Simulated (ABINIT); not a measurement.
Planning a run of ABINIT 10.8.3 on BP (F-43m). The input:

```
acell 3*1.0 Angstrom
rprim 
  0.000000000000 2.269000000000 2.269000000000
  2.269000000000 0.000000000000 2.269000000000
  2.269000000000 2.269000000000 0.000000000000
ntypat 2
znucl 5 15
natom 2
typat 1 2
xred 
  0.000000000000 0.000000000000 0.000000000000
  0.250000000000 0.250000000000 0.250000000000
pp_dirpath "pseudos"
pseudos "B.upf, P.upf"
ecut 34
ngkpt 6 6 6
nshiftk 1
shiftk 0 0 0
kptopt 1
chksymbreak 0
istwfk *1
occopt 1
irdwfk 1
optdriver 3
nband 57
ecuteps 6.5
inclvkb 2
awtr 1
symchi 1
indata_prefix "in"
outdata_prefix "out"
tmpdata_prefix "tmp"
```

```sh
OMP_NUM_THREADS=1 mpirun -n 4 abinit run.abi > log
```

Question: Estimate wall time and host memory on 4 MPI ranks of Arm Neoverse N1, shared host.

It took 44 s; on shared hardware allow 22 s to 87 s. Peak host memory was 0.57 GiB.

[Paths, hosts, dates, memory and timing lines, banners, echoed tables and standing remarks are left out of the program output.]

[Logs are printed without paths, hosts, clocks, repeated set-up lines and the standing remarks that a program may print on its own settings, such as how far it seeks lower states.]

[Runs of the session that timed out or met a known fault of the program may be left out.]

[Hosts, paths, dates, database ids (printed as entryN), source tags and the programs' standing remarks are cut or masked in the printed files.]

[G0W0 gaps are taken among the corrected bands and points alone; a level outside them can change the order at an edge.]

[Where Ansatz stands beside ABINIT at settings called matched, ABINIT's density can come from a denser mesh and the files from another edition; pairs whose starting gaps differed by over 0.03 eV were left out, so agreement reads better than it is.]
